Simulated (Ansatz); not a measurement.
# ScAlSe3 (model cell, started as cubic perovskite with Al in the octahedra): a soft mode frozen in, part 2 of 3

Wanted: the energy along a soft mode of ScAlSe3 (model cell, started as cubic perovskite with Al in the octahedra) and the structure at the end.

Ansatz 0.2.0; DFT PBE, scalar-relativistic, plane waves, PAW; PAW set soft_1.

So far, highest frequency on the path or at a solved wavevector (cm⁻¹): step 2 (the dispersion) 337. Also lowest frequency on the path (cm⁻¹): step 2 -187.

The structure was built from a prototype and need not be the compound's stable phase.

### Step 6. Relaxation from the frozen mode

Starting from the lowest point found, all atoms and the cell are let go, so that strain and other modes of the same symmetry can join in.

File input.yaml:

```yaml
crystal:
  lattice:
    - [4.8618479548, 0.0, 0.0]
    - [0.0, 4.8618479548, 0.0]
    - [0.0, 0.0, 4.8618479548]
  atoms:
    - { symbol: Sc, position: [0.0, -0.0872639524, -0.0872639524] }
    - { symbol: Al, position: [0.5, 0.4924235669, 0.4924235669] }
    - { symbol: Se, position: [0.5, 0.5257765772, 0.0007122841] }
    - { symbol: Se, position: [0.5, 0.0007122841, 0.5257765772] }
    - { symbol: Se, position: [0.0, 0.5257765772, 0.5257765772] }
kpoints:
  mp_grid: { grid: [8, 8, 8] }
hamiltonian:
  xc: pbe
  pseudopotentials: { kind: paw, azcp: { folder: soft_1 } }
scf:
  occupations: { method: methfessel_paxton, width: 0.2 }
output:
  forces: true
  stress: true
  eigenvalues: true
relax:
  adjacent_minimum: "off"
  f_tol: 0.002
  max_steps: 120
  cell: { stress_tol: 0.03 }
```

Run with:

```bash
$ ansatz run input.yaml --threads 4 --pin off --max-ram 16384MiB --backend cpu --events-out ev --progress --plain --runs-dir out
```

Numbers of over 12 decimals in the logs are rounded to 6 here.

The log of the run:

```text
[...]
Crystal: 5 atoms, lattice volume = 114.922 Å³
Basis set: ecut = 420 eV, 2301 PW (Γ), exchange–correlation on 72×72×72 points (8 copies of the dense FFT grid, shifted against one another)
Bands: 38, of which v1, the nominal top of the filled ones, is band 31 counted from 1 (30 counted from 0)
Symmetry: 4 space group operations
[...]
k-points: 105 of 512 (time reversal used)
[...]
SCF iter   1: F=—  HF=-19085.479124 eV  |F-HF|=—  |Δ(HF+E_count)|=         —  Δρ=9.99e-2  dr2=2.43e1  ethr=3.10e-3  ⟨swp⟩=5.9  Hψ=15331  notcnv=0
[...]
SCF iter  11: F=-19083.768952 eV  HF=-19083.768952 eV  |F-HF|=3.60e-8  |Δ(HF+E_count)|=   6.62e-9  S|Δr|=    0.00e0  Δρ=3.01e-6  dr2=2.79e-8  ethr=1.61e-10  ⟨swp⟩=4.0  Hψ=14068  notcnv=0
SCF 1 converged in 11 iterations: F = -19083.768952 eV  dr2 = 2.79e-8
[...]
relax step   1: F+E_penalty+E_count = -19083.76895218 eV  Δ(F+E_penalty+E_count) = +0.000e0 eV  max|allowed force component| = 7.447e-1 eV/Å  Δτ_max = 0.0000 Å  P = +2.447 GPa  Ω = 114.922 Å³  (11 SCF iters, dr2 threshold 1.00e-7 eV, accepted)
Crystal: 5 atoms, lattice volume = 119.320 Å³
Basis set: ecut = 420 eV, 2361 PW (Γ), exchange–correlation on 72×72×72 points (8 copies of the dense FFT grid, shifted against one another)
[...]
SCF iter   9: F=-19084.224989 eV  HF=-19084.224989 eV  |F-HF|=1.04e-7  |Δ(HF+E_count)|=   2.99e-6  S|Δr|=    0.00e0  Δρ=1.18e-5  dr2=2.57e-7  ethr=8.06e-10  ⟨swp⟩=4.0  Hψ=18879  notcnv=0
SCF 2 converged in 9 iterations: F = -19084.224989 eV  dr2 = 2.57e-7
[...]
relax step   2: F+E_penalty+E_count = -19084.22498874 eV  Δ(F+E_penalty+E_count) = -4.560e-1 eV  max|allowed force component| = 5.105e-1 eV/Å  Δτ_max = 0.1949 Å  P = +1.783 GPa  Ω = 119.320 Å³  energy of the carried Pulay correction = -3.106e-4 eV  (9 SCF iters, dr2 threshold 5.00e-7 eV, accepted)
Crystal: 5 atoms, lattice volume = 124.021 Å³
Basis set: ecut = 420 eV, 2435 PW (Γ), exchange–correlation on 72×72×72 points (8 copies of the dense FFT grid, shifted against one another)
[...]
SCF iter  10: F=-19084.538463 eV  HF=-19084.538463 eV  |F-HF|=1.35e-7  |Δ(HF+E_count)|=   8.65e-8  S|Δr|=    0.00e0  Δρ=7.28e-6  dr2=1.28e-7  ethr=8.06e-10  ⟨swp⟩=6.5  Hψ=19115  notcnv=0
SCF 3 converged in 10 iterations: F = -19084.538463 eV  dr2 = 1.28e-7
[...]
relax step   3: F+E_penalty+E_count = -19084.53846292 eV  Δ(F+E_penalty+E_count) = -3.135e-1 eV  max|allowed force component| = 2.308e-1 eV/Å  Δτ_max = 0.1952 Å  P = +1.424 GPa  Ω = 124.021 Å³  energy of the carried Pulay correction = -6.301e-4 eV  (10 SCF iters, dr2 threshold 5.00e-7 eV, accepted)
[... from here on, the SCF cycles and remarks between the steps are left out ...]
relax step   4: F+E_penalty+E_count = -19084.65424923 eV  Δ(F+E_penalty+E_count) = -1.158e-1 eV  max|allowed force component| = 1.264e-1 eV/Å  Δτ_max = 0.1446 Å  P = -0.825 GPa  Ω = 133.271 Å³  energy of the carried Pulay correction = -1.223e-3 eV  (10 SCF iters, dr2 threshold 5.00e-7 eV, accepted)
relax step   5: F+E_penalty+E_count = -19084.66599419 eV  Δ(F+E_penalty+E_count) = -1.174e-2 eV  max|allowed force component| = 1.854e-1 eV/Å  Δτ_max = 0.0680 Å  P = +0.527 GPa  Ω = 131.972 Å³  energy of the carried Pulay correction = -1.143e-3 eV  (8 SCF iters, dr2 threshold 5.00e-7 eV, accepted)
relax step   6: F+E_penalty+E_count = -19084.67437575 eV  Δ(F+E_penalty+E_count) = -8.382e-3 eV  max|allowed force component| = 5.796e-2 eV/Å  Δτ_max = 0.0803 Å  P = -0.051 GPa  Ω = 130.846 Å³  energy of the carried Pulay correction = -1.072e-3 eV  (9 SCF iters, dr2 threshold 5.00e-7 eV, accepted)
relax step   7: F+E_penalty+E_count = -19084.67812416 eV  Δ(F+E_penalty+E_count) = -3.748e-3 eV  max|allowed force component| = 3.281e-2 eV/Å  Δτ_max = 0.0385 Å  P = +0.050 GPa  Ω = 130.757 Å³  energy of the carried Pulay correction = -1.067e-3 eV  (7 SCF iters, dr2 threshold 2.63e-7 eV, accepted)
relax step   8: F+E_penalty+E_count = -19084.67843498 eV  Δ(F+E_penalty+E_count) = -3.108e-4 eV  max|allowed force component| = 1.577e-2 eV/Å  Δτ_max = 0.0030 Å  P = -0.008 GPa  Ω = 130.848 Å³  energy of the carried Pulay correction = -1.072e-3 eV  (5 SCF iters, dr2 threshold 6.73e-8 eV, accepted)
relax step   9: F+E_penalty+E_count = -19084.67909809 eV  Δ(F+E_penalty+E_count) = -6.631e-4 eV  max|allowed force component| = 2.066e-2 eV/Å  Δτ_max = 0.0141 Å  P = -0.073 GPa  Ω = 130.686 Å³  energy of the carried Pulay correction = -1.062e-3 eV  (9 SCF iters, dr2 threshold 1.55e-8 eV, accepted)
relax step  10: F+E_penalty+E_count = -19084.66271973 eV  Δ(F+E_penalty+E_count) = +1.638e-2 eV  max|allowed force component| = 1.904e-1 eV/Å  Δτ_max = 0.1690 Å  P = -0.038 GPa  Ω = 128.175 Å³  energy of the carried Pulay correction = -9.021e-4 eV  (11 SCF iters, dr2 threshold 2.67e-8 eV, rejected (line search))
relax step  11: F+E_penalty+E_count = -19084.68168832 eV  Δ(F+E_penalty+E_count) = -2.590e-3 eV  max|allowed force component| = 4.449e-2 eV/Å  Δτ_max = 0.0445 Å  P = +0.105 GPa  Ω = 129.701 Å³  energy of the carried Pulay correction = -9.997e-4 eV  (15 SCF iters, accepted)
relax step  12: F+E_penalty+E_count = -19084.68545719 eV  Δ(F+E_penalty+E_count) = -3.769e-3 eV  max|allowed force component| = 1.351e-1 eV/Å  Δτ_max = 0.0919 Å  P = +0.299 GPa  Ω = 127.836 Å³  energy of the carried Pulay correction = -8.802e-4 eV  (10 SCF iters, dr2 threshold 1.24e-7 eV, accepted)
relax step  13: F+E_penalty+E_count = -19084.68998211 eV  Δ(F+E_penalty+E_count) = -4.525e-3 eV  max|allowed force component| = 8.300e-2 eV/Å  Δτ_max = 0.0480 Å  P = +0.282 GPa  Ω = 126.819 Å³  energy of the carried Pulay correction = -8.144e-4 eV  (8 SCF iters, dr2 threshold 5.00e-7 eV, accepted)
relax step  14: F+E_penalty+E_count = -19084.38915446 eV  Δ(F+E_penalty+E_count) = +3.008e-1 eV  max|allowed force component| = 5.859e-1 eV/Å  Δτ_max = 0.1943 Å  P = -1.394 GPa  Ω = 131.309 Å³  energy of the carried Pulay correction = -1.101e-3 eV  (10 SCF iters, dr2 threshold 4.31e-7 eV, rejected (line search))
relax step  15: F+E_penalty+E_count = -19084.69244856 eV  Δ(F+E_penalty+E_count) = -2.466e-3 eV  max|allowed force component| = 2.019e-2 eV/Å  Δτ_max = 0.0383 Å  P = -0.081 GPa  Ω = 126.728 Å³  energy of the carried Pulay correction = -8.084e-4 eV  (16 SCF iters, accepted)
[...]
relax step  30: F+E_penalty+E_count = -19085.66111422 eV  Δ(F+E_penalty+E_count) = -4.909e-6 eV  max|allowed force component| = 6.101e-4 eV/Å  Δτ_max = 0.0008 Å  P = -0.001 GPa  Ω = 122.716 Å³  energy of the carried Pulay correction = -5.427e-4 eV  (6 SCF iters, dr2 threshold 4.63e-10 eV, accepted)
relax step  31: F+E_penalty+E_count = -19085.91892792 eV  Δ(F+E_penalty+E_count) = -2.578e-1 eV  max|allowed force component| = 1.330e-2 eV/Å  Δτ_max = 0.0000 Å  P = +2.036 GPa  Ω = 122.716 Å³  stress off target by 5.54e0 GPa  SCF on the basis re-selected at this cell (its energy is not comparable with the rows above)  (11 SCF iters)
relax step  32: F+E_penalty+E_count = -19086.04688943 eV  Δ(F+E_penalty+E_count) = -1.280e-1 eV  max|allowed force component| = 6.432e-2 eV/Å  Δτ_max = 0.0285 Å  P = +1.357 GPa  Ω = 126.114 Å³  energy of the carried Pulay correction = -2.526e-4 eV  (7 SCF iters, dr2 threshold 5.00e-7 eV, accepted)
relax step  33: F+E_penalty+E_count = -19086.13405851 eV  Δ(F+E_penalty+E_count) = -8.717e-2 eV  max|allowed force component| = 3.762e-2 eV/Å  Δτ_max = 0.0331 Å  P = +0.979 GPa  Ω = 129.737 Å³  energy of the carried Pulay correction = -5.877e-4 eV  (7 SCF iters, dr2 threshold 5.00e-7 eV, accepted)
relax step  34: F+E_penalty+E_count = -19086.18939892 eV  Δ(F+E_penalty+E_count) = -5.534e-2 eV  max|allowed force component| = 3.583e-2 eV/Å  Δτ_max = 0.0301 Å  P = +0.570 GPa  Ω = 133.645 Å³  energy of the carried Pulay correction = -1.038e-3 eV  (7 SCF iters, dr2 threshold 5.00e-7 eV, accepted)
relax step  35: F+E_penalty+E_count = -19086.22154920 eV  Δ(F+E_penalty+E_count) = -3.215e-2 eV  max|allowed force component| = 1.673e-2 eV/Å  Δτ_max = 0.0339 Å  P = +0.314 GPa  Ω = 137.818 Å³  energy of the carried Pulay correction = -1.632e-3 eV  (7 SCF iters, dr2 threshold 5.00e-7 eV, accepted)
relax step  36: F+E_penalty+E_count = -19086.23513315 eV  Δ(F+E_penalty+E_count) = -1.358e-2 eV  max|allowed force component| = 3.249e-2 eV/Å  Δτ_max = 0.0279 Å  P = +0.047 GPa  Ω = 141.798 Å³  energy of the carried Pulay correction = -2.206e-3 eV  (7 SCF iters, dr2 threshold 5.00e-7 eV, accepted)
relax step  37: F+E_penalty+E_count = -19086.23621410 eV  Δ(F+E_penalty+E_count) = -1.081e-3 eV  max|allowed force component| = 2.625e-3 eV/Å  Δτ_max = 0.0104 Å  P = +0.016 GPa  Ω = 143.028 Å³  energy of the carried Pulay correction = -2.378e-3 eV  (6 SCF iters, dr2 threshold 6.60e-8 eV, accepted)
relax step  38: F+E_penalty+E_count = -19086.23623199 eV  Δ(F+E_penalty+E_count) = -1.789e-5 eV  max|allowed force component| = 1.871e-3 eV/Å  Δτ_max = 0.0033 Å  P = +0.002 GPa  Ω = 143.458 Å³  energy of the carried Pulay correction = -2.438e-3 eV  (7 SCF iters, dr2 threshold 5.45e-9 eV, accepted)
relax step  39: F+E_penalty+E_count = -19086.25263991 eV  Δ(F+E_penalty+E_count) = -1.641e-2 eV  max|allowed force component| = 1.142e-3 eV/Å  Δτ_max = 0.0000 Å  P = +0.166 GPa  Ω = 143.458 Å³  stress off target by 4.43e-1 GPa  SCF on the basis re-selected at this cell (its energy is not comparable with the rows above)  (10 SCF iters)
relax step  40: F+E_penalty+E_count = -19086.26051929 eV  Δ(F+E_penalty+E_count) = -7.879e-3 eV  max|allowed force component| = 2.230e-2 eV/Å  Δτ_max = 0.0267 Å  P = +0.075 GPa  Ω = 147.268 Å³  energy of the carried Pulay correction = -2.381e-4 eV  (7 SCF iters, dr2 threshold 4.91e-7 eV, accepted)
relax step  41: F+E_penalty+E_count = -19086.26293523 eV  Δ(F+E_penalty+E_count) = -2.416e-3 eV  max|allowed force component| = 6.416e-2 eV/Å  Δτ_max = 0.0252 Å  P = +0.038 GPa  Ω = 150.846 Å³  energy of the carried Pulay correction = -5.105e-4 eV  (8 SCF iters, dr2 threshold 7.87e-8 eV, accepted)
relax step  42: F+E_penalty+E_count = -19086.26445230 eV  Δ(F+E_penalty+E_count) = -1.517e-3 eV  max|allowed force component| = 4.333e-2 eV/Å  Δτ_max = 0.0176 Å  P = +0.090 GPa  Ω = 153.066 Å³  energy of the carried Pulay correction = -7.067e-4 eV  (7 SCF iters, dr2 threshold 2.57e-7 eV, accepted)
relax step  43: F+E_penalty+E_count = -19086.26441733 eV  Δ(F+E_penalty+E_count) = +3.497e-5 eV  max|allowed force component| = 2.755e-2 eV/Å  Δτ_max = 0.0110 Å  P = +0.001 GPa  Ω = 154.760 Å³  energy of the carried Pulay correction = -8.706e-4 eV  (7 SCF iters, dr2 threshold 1.17e-7 eV, accepted)
relax step  44: F+E_penalty+E_count = -19086.26471765 eV  Δ(F+E_penalty+E_count) = -3.003e-4 eV  max|allowed force component| = 1.345e-2 eV/Å  Δτ_max = 0.0037 Å  P = -0.026 GPa  Ω = 154.492 Å³  energy of the carried Pulay correction = -8.441e-4 eV  (6 SCF iters, dr2 threshold 4.74e-8 eV, accepted)
relax step  45: F+E_penalty+E_count = -19086.26473558 eV  Δ(F+E_penalty+E_count) = -1.793e-5 eV  max|allowed force component| = 4.067e-4 eV/Å  Δτ_max = 0.0010 Å  P = -0.000 GPa  Ω = 154.559 Å³  energy of the carried Pulay correction = -8.507e-4 eV  (5 SCF iters, dr2 threshold 1.13e-8 eV, accepted)
Basis set: ecut = 420 eV, 3039 PW (Γ), exchange–correlation on 54×96×96 points (8 copies of the dense FFT grid, shifted against one another)
[...]
SCF iter  10: F=-19086.265840 eV  HF=-19086.265840 eV  |F-HF|=3.64e-12  |Δ(HF+E_count)|=  9.09e-11  S|Δr|=    0.00e0  Δρ=4.27e-8  dr2=4.62e-12  ethr=1.00e-12  ⟨swp⟩=5.0  Hψ=19236  notcnv=0
SCF 46 converged in 10 iterations: F = -19086.265840 eV  dr2 = 4.62e-12
relax step  46: F+E_penalty+E_count = -19086.26584002 eV  Δ(F+E_penalty+E_count) = -1.104e-3 eV  max|allowed force component| = 3.370e-4 eV/Å  Δτ_max = 0.0000 Å  P = +0.001 GPa  Ω = 154.559 Å³  stress off target by 1.70e-2 GPa  SCF on the basis re-selected at this cell (its energy is not comparable with the rows above)  (10 SCF iters)
[...]
SCF converged after 10 iterations
[...]
Free energy (F): -19086.265840 eV
[...]
Internal energy: -19086.265840 eV  (E = F + TS)
E sigma→0 (E₀):  -19086.265840 eV
Entropy (-TS):   0.000000 eV (0.000 meV/atom)
Fermi energy:    4.418299 eV
Step filling:    the computed levels leave a gap of 1.4311 eV = 7.2 smearing widths at the electron count; against every level under it full and every level over it empty, smearing changes F+E_penalty+E_count by +3.78e-6 meV and its σ→0 estimate by -2.34e-5 meV
[...]
--- Forces (eV/Å), atoms counted from 1 ---
  atom   1  Sc     0.00000000     0.00027182     0.00027182
  atom   2  Al     0.00000000    -0.00005405    -0.00005405
  atom   3  Se    -0.00000000     0.00001267    -0.00033715
  atom   4  Se    -0.00000000    -0.00033715     0.00001267
  atom   5  Se    -0.00000000     0.00010617     0.00010617
  max |Σ_I F_I| component: 5.49e-7 eV/Å
--- Stress (GPa, compression-positive) ---
       -0.008101       0.000000       0.000000
        0.000000       0.005059      -0.011986
        0.000000      -0.011986       0.005059
  P = ⅓ Tr σ = 0.0007 GPa (0.007 kbar)
--- Band table (eV; the first three rows and the last of 105) ---
  k-point 0: bands = [... 27 lower, 2.3638, 3.1882, 3.2908, 3.6858, 5.7207, 6.4309, 6.5351, 6.6144, ... 3 higher]
  k-point 1: bands = [... 27 lower, 2.5164, 3.1838, 3.3161, 3.6454, 5.7391, 6.3854, 6.4936, 6.6831, ... 3 higher]
  k-point 2: bands = [... 27 lower, 2.8200, 3.1741, 3.3752, 3.5677, 5.8162, 6.3666, 6.4172, 6.7160, ... 3 higher]
  k-point 104: bands = [... 27 lower, 2.2449, 2.4299, 2.9309, 3.0193, 5.1584, 6.1090, 6.5235, 6.9990, ... 3 higher]
--- Relaxed structure (43 steps of the walk, 40 accepted, 3 SCFs on fresh bases) ---
  F+E_penalty+E_count = -19086.26584002 eV   max|allowed force component| = 3.370e-4 eV/Å   (the final SCF, on the basis selected at the relaxed cell)
  cell:  # Å, volume = 154.5590 Å³
    - [3.783659, 0, 0]
    - [0, 6.692839, -1.986201]
    - [0, -1.986201, 6.692839]
  atoms:
    - { symbol: Sc, position: [0, -0.058579, -0.058579] }
    - { symbol: Al, position: [0.5, 0.560793, 0.560793] }
    - { symbol: Se, position: [0.5, 0.666319, -0.049093] }
    - { symbol: Se, position: [0.5, -0.049093, 0.666319] }
    - { symbol: Se, position: [0, 0.337984, 0.337984] }
```

Run time: 10 min. Hardware: 4 threads of Arm Neoverse V2, shared host; peak memory 0.79 GiB; 41 min of CPU time.

Relaxation path (22 of 46):

| step | energy less that of the first step (eV) | largest force component (eV/Å) | pressure (GPa) | volume (Å³) |
| --- | --- | --- | --- | --- |
| 1 | 0.0000 | 0.7447 | 2.45 | 114.92 |
| 3 | -0.7695 | 0.2308 | 1.42 | 124.02 |
| 5 | -0.8970 | 0.1854 | 0.53 | 131.97 |
| 7 | -0.9092 | 0.0328 | 0.05 | 130.76 |
| 10 | -0.8938 | 0.1904 | -0.04 | 128.17 |
| 12 | -0.9165 | 0.1351 | 0.30 | 127.84 |
| 14 | -0.6202 | 0.5859 | -1.39 | 131.31 |
| 16 | -0.9245 | 0.0470 | 0.05 | 125.17 |
| 18 | -0.9429 | 0.3299 | 0.67 | 119.80 |
| 20 | -1.0392 | 0.5103 | 1.07 | 115.51 |
| 22 | -1.3818 | 0.4111 | -0.27 | 117.86 |
| 25 | -1.8531 | 0.4398 | -0.46 | 121.44 |
| 27 | -1.8917 | 0.0441 | 0.01 | 122.74 |
| 29 | -1.8922 | 0.0027 | 0.00 | 122.72 |
| 31* | -2.1500 | 0.0133 | 2.04 | 122.72 |
| 33 | -2.3651 | 0.0376 | 0.98 | 129.74 |
| 35 | -2.4526 | 0.0167 | 0.31 | 137.82 |
| 37 | -2.4673 | 0.0026 | 0.02 | 143.03 |
| 40 | -2.4916 | 0.0223 | 0.08 | 147.27 |
| 42 | -2.4955 | 0.0433 | 0.09 | 153.07 |
| 44 | -2.4958 | 0.0135 | -0.03 | 154.49 |
| 46* | -2.4969 | 0.0003 | 0.00 | 154.56 |

Relaxation steps marked * repeat the geometry before them on a plane-wave basis chosen anew for their cell, so energy and pressure can jump there. Other such steps can lie between the rows shown. Relaxation steps 10, 14, 26 were tried and not accepted.

The run keeps the 4 symmetry operations that it works with, so distortions that break them were not tested.

| cell as run | before | after | change |
| --- | --- | --- | --- |
| a (Å) | 4.862 | 3.784 | -22.2 % |
| b (Å) | 4.862 | 6.981 | +43.6 % |
| c (Å) | 4.862 | 6.981 | +43.6 % |
| α (°) | 90.00 | 123.06 | +36.7 % |
| volume (Å³/atom) | 22.98 | 30.91 | +34.5 % |

The atoms that moved most (Å, as changes of fractional coordinates times the final cell):

| atom | dx | dy | dz | length |
| --- | --- | --- | --- | --- |
| Se5 | 0.000 | -0.884 | -0.884 | 1.250 |
| Se4 | 0.000 | -0.612 | 1.040 | 1.207 |
| Se3 | 0.000 | 1.040 | -0.612 | 1.207 |
| Al2 | 0.000 | 0.322 | 0.322 | 0.455 |
| Sc1 | 0.000 | 0.135 | 0.135 | 0.191 |

Final coordinates:

```xyz
5
Lattice="3.7837 0.0000 0.0000 0.0000 6.6928 -1.9862 0.0000 -1.9862 6.6928" Properties=species:S:1:pos:R:3 pbc="T T T"
Sc    0.0000   -0.2757   -0.2757
Al    1.8918    2.6394    2.6394
Se    1.8918    4.5571   -1.6520
Se    1.8918   -1.6520    4.5571
Se    0.0000    1.5908    1.5908
```

This step gave:

```
pressure          : 6.72e-4 GPa
volume per atom   : 30.91 Å³
gap on the k-mesh : 1.431 eV
```

The distorted start has space group Amm2; the relaxation ends in Amm2.

### Step 7. The new phase in its own primitive cell

The relaxed structure is symmetrised, reduced to its primitive cell and relaxed tightly, as its phonons need.

File input.yaml:

```yaml
crystal:
  lattice:
    - [3.7836587952, 0.0, 0.0]
    - [0.0, 6.137007837, 3.3280951679]
    - [0.0, -6.137007837, 3.3280951679]
  atoms:
    - { symbol: Sc, position: [0.0, 0.058578557, 0.058578557] }
    - { symbol: Al, position: [0.5, 0.4392070887, 0.4392070887] }
    - { symbol: Se, position: [0.5, 0.3336806107, 0.0490927091] }
    - { symbol: Se, position: [0.5, 0.0490927091, 0.3336806107] }
    - { symbol: Se, position: [0.0, 0.6620159814, 0.6620159814] }
kpoints:
  mp_grid: { grid: [6, 4, 4] }
hamiltonian:
  xc: pbe
  pseudopotentials: { kind: paw, azcp: { folder: soft_1 } }
scf:
  occupations: { method: fixed }
output:
  forces: true
  stress: true
  eigenvalues: true
relax:
  adjacent_minimum: "off"
  f_tol: 0.001
  max_steps: 60
  cell: { stress_tol: 0.01 }
```

The log of the run:

```text
[...]
Crystal: 5 atoms, lattice volume = 154.559 Å³
Basis set: ecut = 420 eV, 3039 PW (Γ), exchange–correlation on 54×96×96 points (8 copies of the dense FFT grid, shifted against one another)
Bands: 38, of which v1, the nominal top of the filled ones, is band 31 counted from 1 (30 counted from 0)
Symmetry: 4 space group operations
[...]
k-points: 28 of 96 (time reversal used)
[...]
cell:  # Å, volume = 155.5910 Å³
    - [3.784278, 0.0, 0.0]
    - [0.0, 6.179202, 3.326894]
    - [0.0, -6.179202, 3.326894]
  atoms:
    - { symbol: Sc, position: [0.0, 0.058619, 0.058619] }
    - { symbol: Al, position: [0.5, 0.439174, 0.439174] }
    - { symbol: Se, position: [0.5, 0.332751, 0.050044] }
    - { symbol: Se, position: [0.5, 0.050044, 0.332751] }
    - { symbol: Se, position: [0.0, 0.661987, 0.661987] }
[key lines of the parts left out:]
SCF converged after 9 iterations
Free energy (F): -19086.264170 eV
Fermi energy:    3.615389 eV
P = ⅓ Tr σ = -0.0006 GPa (-0.006 kbar)
```

Elapsed: 27 s, on 4 threads; peak memory 0.53 GiB; 1.7 min of CPU time.

Relaxation path:

| step | energy less that of the first step (eV) | largest force component (eV/Å) | pressure (GPa) | volume (Å³) |
| --- | --- | --- | --- | --- |
| 1 | 0.0000 | 0.0018 | 0.00 | 154.56 |
| 2 | 0.0000 | 0.0022 | 0.00 | 154.66 |
| 3 | 0.0000 | 0.0037 | 0.01 | 154.86 |
| 4 | 0.0000 | 0.0043 | 0.01 | 155.20 |
| 5 | 0.0000 | 0.0016 | 0.00 | 155.56 |
| 6 | 0.0000 | 0.0009 | 0.00 | 155.59 |
| 7* | -0.0001 | 0.0009 | 0.00 | 155.59 |

Relaxation steps marked * repeat the geometry before them on a plane-wave basis chosen anew for their cell, so energy and pressure can jump there.

The run keeps the 4 symmetry operations that it works with, so distortions that break them were not tested.

| conventional cell, symmetrised | before | after | change |
| --- | --- | --- | --- |
| a (Å) | 3.784 | 3.784 | +0.0 % |
| b (Å) | 12.274 | 12.358 | +0.7 % |
| c (Å) | 6.656 | 6.654 | -0.0 % |
| volume (Å³/atom) | 30.91 | 31.12 | +0.7 % |

The atoms that moved most (Å, as changes of fractional coordinates times the final cell):

| atom | dx | dy | dz | length |
| --- | --- | --- | --- | --- |
| Se4 | 0.000 | 0.012 | 0.000 | 0.012 |
| Se3 | 0.000 | -0.012 | 0.000 | 0.012 |

Final coordinates:

```xyz
5
Lattice="3.7843 0.0000 0.0000 0.0000 6.1792 3.3269 0.0000 -6.1792 3.3269" Properties=species:S:1:pos:R:3 pbc="T T T"
Sc    0.0000    0.0000    0.3900
Al    1.8921    0.0000    2.9222
Se    1.8921    1.7469    1.2735
Se    1.8921   -1.7469    1.2735
Se    0.0000    0.0000    4.4047
```

Numbers from this step:

```yaml
pressure: -6.30e-4 GPa
gap_on_the_k_mesh: 1.448 eV
volume_per_atom: 31.12 Å³
direct_gap_on_mesh: 1.850 eV
```

The largest force component left is 0.87 meV/Å and the pressure is -0.001 GPa, within the tolerances set. The cell now holds 31.12 Å³/atom.

(Continued in part 3 of 3.)

[Logs are printed without paths, hosts, clocks, repeated set-up lines and the standing remarks that a program may print on its own settings, such as how far it seeks lower states.]

[Hosts, paths, dates, database ids (printed as entryN), source tags and the programs' standing remarks are cut or masked in the printed files.]
